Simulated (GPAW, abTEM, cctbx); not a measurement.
# CaCrSiH: the scripts behind a bonding study

Short scripts, each with its output. The cell comes from substitution in a known structure type and wasn't matched to any measured phase.

### 1. Relax the structure

```text
cell
1.0
     4.027000000    0.000000000    0.000000000
    -2.013500000    3.487484301    0.000000000
     0.000000000    0.000000000    4.603000000
Cr Ca Si H
1 1 1 1
Direct
0.000000000 0.000000000 0.460800000
0.333333333 0.666666667 0.004000000
0.666666667 0.333333333 0.558000000
0.000000000 0.000000000 0.080500000
```

```python
from ase.constraints import FixSymmetry
from ase.filters import FrechetCellFilter
from ase.io import read, write
from ase.optimize import BFGS
from ase.parallel import parprint
from gpaw import GPAW, PW, FermiDirac

atoms = read("start.vasp")
atoms.set_initial_magnetic_moments([3, 0, 0, 0])
atoms.set_constraint(FixSymmetry(atoms))
atoms.calc = GPAW(mode=PW(670), xc="PBE", kpts={"size": (5, 5, 4), "gamma": True},
                 occupations=FermiDirac(0.1), maxiter=120, symmetry={"tolerance": 1e-5}, txt="relax.txt")
BFGS(FrechetCellFilter(atoms), maxstep=0.15).run(fmax=0.03, steps=40)
parprint("cell  %.4f %.4f %.4f  %.2f %.2f %.2f" % tuple(atoms.cell.cellpar()))
parprint("volume %.3f A^3, largest force %.3f eV/A, largest stress %.2f GPa" % (atoms.get_volume(), abs(atoms.get_forces()).max(), 160.218 * abs(atoms.get_stress()).max()))
atoms.set_constraint()
write("relaxed.vasp", atoms, direct=True)
```

```console
$ OMP_NUM_THREADS=1 mpirun -n 4 gpaw python run.py > gpaw.log
```

```text
      Step        Energy          fmax
BFGS:    0      -20.766505        0.439291
BFGS:    1      -20.776405        0.410301
BFGS:    2      -20.845022        0.246916
BFGS:    3      -20.847246        0.220338
BFGS:    4      -20.851468        0.124584
BFGS:    5      -20.852545        0.078985
BFGS:    6      -20.852766        0.081553
BFGS:    7      -20.852933        0.087715
BFGS:    8      -20.853168        0.071885
BFGS:    9      -20.853394        0.035739
BFGS:   10      -20.853575        0.024234
cell  4.1294 4.1294 4.6243  90.00 90.00 120.00
volume 68.290 A^3, largest force 0.022 eV/A, largest stress 0.23 GPa
```

Time: 72 s on 4 cores of Intel(R) Xeon(R) Platinum 8488C (Sapphire Rapids) (shared host), peak memory 1.1 GiB.

### 2. Build the all-electron density and subtract free atoms

```text
cell
1.0
     4.129414670    0.000000000    0.000000000
    -2.064707330    3.576178000    0.000000000
     0.000000000    0.000000000    4.624336610
Cr Ca Si H
1 1 1 1
Direct
0.000000000 0.000000000 0.474002500
0.333333330 0.666666670 0.001343730
0.666666670 0.333333330 0.532058420
0.000000000 0.000000000 0.095866900
```

```python
import numpy as np
from ase.io import read
from ase.units import Bohr
from gpaw import GPAW, PW, FermiDirac
from gpaw.calculator import GPAW as OldGPAW
from gpaw.mpi import serial_comm, world
from scipy.special import erfc
from scipy.spatial import cKDTree

atoms = read("cell.vasp")
atoms.set_initial_magnetic_moments([3, 0, 0, 0])
atoms.calc = GPAW(mode=PW(550), xc="PBE", kpts={"size": (7, 7, 5), "gamma": True},
                 occupations=FermiDirac(0.1), maxiter=120, symmetry={"tolerance": 1e-5}, txt="scf.txt")
atoms.get_potential_energy()
rho = atoms.calc.get_all_electron_density(gridrefinement=2)
moments = atoms.get_magnetic_moments() if atoms.calc.get_number_of_spins() == 2 else np.zeros(len(atoms))
total = atoms.get_magnetic_moment() if moments.any() else 0.0
if world.rank == 0:
    free = OldGPAW(mode=PW(550), xc="PBE", txt=None, communicator=serial_comm)
    neutral = atoms.copy()
    neutral.set_initial_magnetic_moments(None)
    free.initialize(neutral)
    free.set_positions(neutral)
    drho = rho - free.get_all_electron_density(gridrefinement=2)
    # GPAW starts from confined atoms: exchange their smooth part for that of the datasets' free atoms
    h = np.stack(np.meshgrid(*[np.fft.fftfreq(n, 1 / n) for n in drho.shape], indexing="ij"), -1)
    gabs = np.linalg.norm(h @ atoms.cell.reciprocal(), axis=-1)
    tails = np.fft.fftn(free.get_pseudo_density(gridrefinement=2))
    g, form, v0 = np.linspace(0, gabs.max(), 1500), {}, 0
    for e in set(atoms.symbols):
        idx = atoms.symbols.search(e)
        d = free.setups[idx[0]].data
        r, w = d.rgd.r_g * Bohr, d.rgd.r_g**2 * d.rgd.dr_g
        j0 = np.sinc(2 * g[:, None] * r)
        smooth = sum(f * p**2 for f, p in zip(d.f_j, d.phit_jg)) + np.sqrt(4 * np.pi) * d.nct_g
        full = sum(f * p**2 for f, p in zip(d.f_j, d.phi_jg)) + np.sqrt(4 * np.pi) * d.nc_g
        phase = sum(np.exp(-2j * np.pi * h @ s) for s in atoms.get_scaled_positions()[idx])
        tails -= np.interp(gabs, g, j0 @ (smooth * w)) * phase * drho.size / atoms.get_volume()
        form[e] = j0 @ (full * w)
        v0 += 2 * np.pi / 3 * 14.3996 * (full * w * r**2).sum() * len(idx)  # V A^3
    tails *= 0.5 * erfc((gabs - 1.8) / 0.25)  # the tails differ at long wavelengths alone
    drho += np.fft.ifftn(tails).real  # crystal minus superposed spherical free atoms
    np.save("drho.npy", drho)
    dv = atoms.get_volume() / drho.size
    print("grid", drho.shape, " electrons %.3f" % (rho.sum() * dv), " moved by bonding %.3f e" % (abs(drho).sum() * dv / 2))
    pts = np.indices(drho.shape).reshape(3, -1).T / drho.shape @ atoms.cell
    shifts = (np.indices((3, 3, 3)).reshape(3, -1).T - 1) @ atoms.cell
    images = (atoms.positions[None] + shifts[:, None]).reshape(-1, 3)
    dist, idx = cKDTree(images).query(pts, k=4)
    out = drho.ravel()[dist[:, 0] > 0.5]
    print("deformation density beyond 0.5 A of the nuclei: max %.3f, min %.3f e/A^3" % (out.max(), out.min()))
    tie = dist < dist[:, :1] + 1e-4
    q = -np.bincount((idx % len(atoms))[tie], (drho.ravel()[:, None] / tie.sum(1, keepdims=True) * tie)[tie], len(atoms)) * dv
    print("atom        x       y       z   Voronoi charge  moment")
    for a, s, c, m in zip(atoms, atoms.get_scaled_positions(), q, moments):
        print("%-2s%-3d %7.4f %7.4f %7.4f %10.3f %10.2f" % (a.symbol, a.index + 1, *s, c, m))
    np.savez("free.npz", g=g, **form)
    print("mean inner potential of superposed free atoms %.3f V" % (v0 / atoms.get_volume()))
    print("total magnetic moment %.3f muB" % total)
```

```console
$ OMP_NUM_THREADS=1 mpirun -n 4 gpaw python run.py > gpaw.log
```

```text
grid (48, 48, 54)  electrons 59.000  moved by bonding 0.812 e
deformation density beyond 0.5 A of the nuclei: max 0.196, min -0.202 e/A^3
atom        x       y       z   Voronoi charge  moment
Cr1    0.0000  0.0000  0.4740      0.203       2.76
Ca2    0.3333  0.6667  0.0013      0.187       0.01
Si3    0.6667  0.3333  0.5321     -0.266      -0.14
H 4    0.0000  0.0000  0.0959     -0.124      -0.02
mean inner potential of superposed free atoms 15.930 V
total magnetic moment 2.980 muB
```

Time: 17 s.

### 3. Fourier-transform the difference

```python
from cctbx import adptbx, crystal, miller, xray
from cctbx.eltbx import tiny_pse
import numpy as np

cs = crystal.symmetry(unit_cell=(4.1294, 4.1294, 4.6243, 90, 90, 120), space_group_symbol='Hall: P 3 -2"')  # P3m1
atoms = [  # label, site, U (iso, or U11 U22 U33 U12 U13 U23 in A^2), occupancy
    ("Cr1", (0, 0, 0.474), 0.0000, 1),
    ("Ca1", (1/3, 2/3, 0.00134), 0.0000, 1),
    ("Si1", (2/3, 1/3, 0.53206), 0.0000, 1),
    ("H1", (0, 0, 0.09587), 0.0000, 1),
]
xs = xray.structure(crystal_symmetry=cs)
for label, site, u, occ in atoms:
    u = adptbx.u_cif_as_u_star(cs.unit_cell(), u) if isinstance(u, tuple) else u
    xs.add_scatterer(xray.scatterer(label, site=site, u=u, occupancy=occ))
xs.scattering_type_registry(table="wk1995")
drho = np.load("drho.npy")
T = np.array([[1, 0, 0], [0, 1, 0], [0, 0, 1]])  # conventional axes in terms of the primitive ones
dF = np.fft.ifftn(drho) * 68.28999  # electrons a conventional cell, indexed by primitive hkl
ms = miller.build_set(cs, anomalous_flag=False, d_min=0.9).sort("resolution")
iam = ms.structure_factors_from_scatterers(xs, algorithm="direct").f_calc()
p1 = xs.expand_to_p1()
z = np.array([tiny_pse.table(sc.scattering_type).atomic_number() for sc in p1.scatterers()])
x = np.array(p1.sites_frac())
free = np.load("free.npz")
print("static structure factors of the conventional cell: F in electrons, V (Mott-Bethe) in volts")
print("   h  k  l      d  |F| table  |F| free   |F| DFT   change   |V| free  |V| DFT  change %")
for h, d, table in list(zip(ms.indices(), ms.d_spacings().data(), iam.data()))[:16]:
    df = dF[tuple(np.rint(np.linalg.solve(T, h)).astype(int))]
    phase = np.exp(2j * np.pi * x @ h)
    f = sum(np.interp(1 / d, free["g"], free[sc.scattering_type]) * p for sc, p in zip(p1.scatterers(), phase))
    fz = (z * phase).sum()
    c = 14.3996 * d * d / (np.pi * cs.unit_cell().volume())
    v0, v1 = abs(fz - f) * c, abs(fz - f - df) * c
    print("%4d%3d%3d %7.4f %9.3f %9.3f %9.3f %8.3f %9.3f %8.3f %8s" % (h + (d, abs(table), abs(f), abs(f + df), abs(f + df) - abs(f), v0, v1, "%.1f" % (100 * (v1 / v0 - 1)) if v0 > 0.02 else "-")))
```

```console
$ python run.py
```

```text
static structure factors of the conventional cell: F in electrons, V (Mott-Bethe) in volts
   h  k  l      d  |F| table  |F| free   |F| DFT   change   |V| free  |V| DFT  change %
   0  0  1  4.6243    15.241    15.217    15.307    0.090     2.093    1.964     -6.2
   1  0  0  3.5762     8.743     8.545     8.509   -0.036     0.922    0.960      4.2
   1  0  1  2.8289    34.473    34.417    34.396   -0.022     5.819    5.805     -0.2
   1  0 -1  2.8289    25.544    25.603    25.363   -0.240     4.100    4.205      2.6
   0  0  2  2.3121    39.465    39.331    39.245   -0.086     5.979    6.005      0.4
   1  1  0  2.0647    39.419    39.212    39.044   -0.168     5.662    5.710      0.8
   1  0  2  1.9417     8.386     8.305     8.108   -0.196     0.850    0.898      5.6
   1  0 -2  1.9417    11.012    11.077    10.914   -0.163     1.268    1.304      2.9
   1  1  1  1.8853    11.489    11.509    11.116   -0.393     1.233    1.326      7.5
   2  0  0  1.7881     6.494     6.352     6.455    0.103     0.687    0.662     -3.7
   2  0  1  1.6677    20.192    20.285    20.041   -0.244     2.403    2.449      1.9
   2  0 -1  1.6677    27.186    27.176    26.996   -0.180     3.366    3.399      1.0
   0  0  3  1.5414     8.492     8.406     8.514    0.108     0.863    0.846     -2.0
   1  1  2  1.5400    32.047    32.000    31.934   -0.066     3.818    3.828      0.3
   1  0  3  1.4155    29.347    29.271    29.320    0.049     3.382    3.375     -0.2
   1  0 -3  1.4155    11.652    11.700    11.709    0.009     1.321    1.320     -0.1
```

Time: 0.25 s on 1 core of Intel(R) Xeon(R) Platinum 8488C (Sapphire Rapids) (shared host), peak memory 0.08 GiB.

### 4. Propagate a plane wave with and without the bonding term

```python
import abtem
import numpy as np
from ase.build import make_supercell
from ase.io import read

abtem.config.set({"dask.lazy": False, "fft": "fftw", "diagnostics.progress_bar": False})
M = [[0, 0, 1], [-1, -2, 0], [1, 0, 0]]  # rows: x, y and beam direction in the primitive cell's axes
unit = make_supercell(read("cell.vasp"), M)
unit.set_cell(list(unit.cell.lengths()) + [90, 90, 90], scale_atoms=True)
unit.positions[:, 2] += 0.5162  # keeps atomic planes off the slice boundaries
unit.wrap()
slab = unit * (2, 2, 96)
print(slab.get_chemical_formula(), "| box %.2f x %.2f x %.2f A" % tuple(slab.cell.lengths()))

# change of the potential by bonding, from the DFT deformation density (Poisson's equation term by term)
drho = np.load("drho.npy")
prim = read("cell.vasp")
h = np.stack(np.meshgrid(*[np.fft.fftfreq(n, 1 / n) for n in drho.shape], indexing="ij"), -1).reshape(-1, 3).astype(int)
g2 = ((h @ prim.cell.reciprocal()) ** 2).sum(1)
keep = (g2 > 0) & (g2 < 2.5**2)
shape = (133, 205, 24)
vg = np.zeros(shape, complex)
hm = h[keep] @ np.array(M).T
move = np.exp(-2j * np.pi * hm[:, 2] * (0.5162 / unit.cell[2, 2] - 0.5 / shape[2]))  # the same shift, sampled at mid-points
vg[tuple(hm.T % np.array(shape)[:, None])] = -14.3996 / np.pi * (np.fft.fftn(drho).ravel() / drho.size)[keep] / g2[keep] * move
dV = np.fft.ifftn(vg).real * vg.size
dV = dV.reshape(133, 205, 4, 6).mean(3) * unit.cell[2, 2] / 4  # V A, projected in each slice
dV = np.tile(dV.transpose(2, 0, 1), (96, 2, 2))


def build(atoms):
    p = abtem.Potential(atoms, gpts=(266, 410), slice_thickness=[slab.cell[2, 2] / 384] * 384,
                        parametrization="lobato", projection="infinite", exit_planes=32).build()
    p.array[:] += BONDING * dV
    return p


sigmas = {'Cr': 0.076, 'Ca': 0.078, 'Si': 0.082, 'H': 0.1}  # r.m.s. displacement along each axis, A
u = np.array([sigmas[s] for s in slab.symbols])[:, None]
rng = np.random.default_rng(27)


def potentials():
    for _ in range(3):  # frozen phonons, one configuration at a time
        atoms = slab.copy()
        atoms.positions += u * rng.standard_normal((len(atoms), 3))
        atoms.wrap()
        yield build(atoms)


for label, BONDING in (("IAM", 0.0), ("DFT", 1.0)):
    print("=====", label)
    rng = np.random.default_rng(27)  # the same displacements for both
    potential = build(slab)
    print("grid", potential.gpts, "slices", potential.num_slices)
    thickness = potential.exit_thicknesses
    wave = abtem.PlaneWave(energy=100000)
    dp = np.mean([wave.multislice(p).diffraction_patterns(max_angle="valid").array for p in potentials()], axis=0)
    hkl = [(0, 0, 0), (0, 0, 1), (0, 1, 0), (0, 1, 1), (0, 1, -1), (0, 0, 2), (0, 1, 2)]
    nx, ny = dp.shape[-2:]
    print("intensity of each beam, fraction of the incident wave")
    print("  t (A)" + "".join("%9s" % " ".join(map(str, h)) for h in hkl) + "  diffuse    total")
    grid = np.zeros((nx, ny), bool)
    grid[nx // 2 % 2::2, ny // 2 % 2::2] = True
    for t, a in list(zip(thickness, dp))[1:]:
        idx = [np.rint(np.array(M) @ np.linalg.solve([[1, 0, 0], [0, 1, 0], [0, 0, 1]], h)).astype(int) for h in hkl]
        print("%7.1f" % t + "".join("%9.5f" % a[nx // 2 + i[0] * 2, ny // 2 + i[1] * 2] for i in idx) + "%9.4f%9.4f" % (a[~grid].sum(), a.sum()))
```

```console
$ python run.py
```

```text
H768Ca768Cr768Si768 | box 9.25 x 14.30 x 396.42 A
===== IAM
grid (266, 410) slices 384
intensity of each beam, fraction of the incident wave
  t (A)    0 0 0    0 0 1    0 1 0    0 1 1   0 1 -1    0 0 2    0 1 2  diffuse    total
   33.0  0.73244  0.00362  0.00130  0.00912  0.02135  0.02524  0.00325   0.0155   0.9994
   66.1  0.29263  0.01069  0.00781  0.01828  0.04526  0.06562  0.01442   0.0517   0.9979
   99.1  0.11593  0.01543  0.02246  0.01445  0.03562  0.05747  0.01861   0.0978   0.9960
  132.1  0.23007  0.02956  0.03471  0.00740  0.01626  0.02230  0.00810   0.1344   0.9946
  165.2  0.35132  0.06171  0.03859  0.01441  0.02024  0.01064  0.00502   0.1568   0.9937
  198.2  0.31596  0.08781  0.04075  0.04151  0.04514  0.01764  0.01184   0.1718   0.9931
  231.2  0.21751  0.07250  0.04133  0.07638  0.06354  0.01729  0.01043   0.1898   0.9923
  264.3  0.21897  0.02716  0.03053  0.09044  0.05038  0.01167  0.00513   0.2083   0.9914
  297.3  0.32918  0.00152  0.01235  0.07255  0.02149  0.01047  0.00219   0.2270   0.9905
  330.4  0.41148  0.01912  0.00155  0.04203  0.00372  0.00581  0.00062   0.2359   0.9900
  363.4  0.37739  0.05026  0.00442  0.01977  0.00198  0.00200  0.00098   0.2416   0.9897
  396.4  0.25653  0.05646  0.00812  0.01501  0.00700  0.00921  0.00214   0.2483   0.9893
===== DFT
grid (266, 410) slices 384
intensity of each beam, fraction of the incident wave
  t (A)    0 0 0    0 0 1    0 1 0    0 1 1   0 1 -1    0 0 2    0 1 2  diffuse    total
   33.0  0.73139  0.00307  0.00145  0.00963  0.02176  0.02565  0.00342   0.0156   0.9994
   66.1  0.29391  0.00880  0.00926  0.01824  0.04620  0.06567  0.01539   0.0520   0.9979
   99.1  0.12436  0.01283  0.02672  0.01280  0.03581  0.05574  0.01986   0.0983   0.9960
  132.1  0.23722  0.02864  0.04039  0.00565  0.01690  0.02097  0.00859   0.1345   0.9946
  165.2  0.34311  0.06442  0.04139  0.01406  0.02499  0.01288  0.00505   0.1565   0.9938
  198.2  0.29280  0.09157  0.03708  0.04276  0.05586  0.02135  0.01095   0.1715   0.9931
  231.2  0.19872  0.07316  0.03283  0.07936  0.07721  0.01884  0.00874   0.1899   0.9923
  264.3  0.22117  0.02598  0.02322  0.09540  0.06193  0.01162  0.00378   0.2084   0.9914
  297.3  0.35202  0.00129  0.00970  0.07962  0.02882  0.01041  0.00128   0.2263   0.9906
  330.4  0.44241  0.01694  0.00226  0.05002  0.00787  0.00610  0.00035   0.2343   0.9901
  363.4  0.40792  0.04045  0.00587  0.02563  0.00409  0.00237  0.00178   0.2397   0.9898
  396.4  0.28692  0.04047  0.00855  0.01750  0.00857  0.00869  0.00334   0.2470   0.9894
```

Time: 70 s.

[Outputs are excerpts: Python notices, other lines and further rows are left out; steps that failed or that the build refused (PBEsol, TPSS) are not shown.]

[Logs are printed without paths, hosts, clocks, repeated set-up lines and the standing remarks that a program may print on its own settings, such as how far it seeks lower states.]
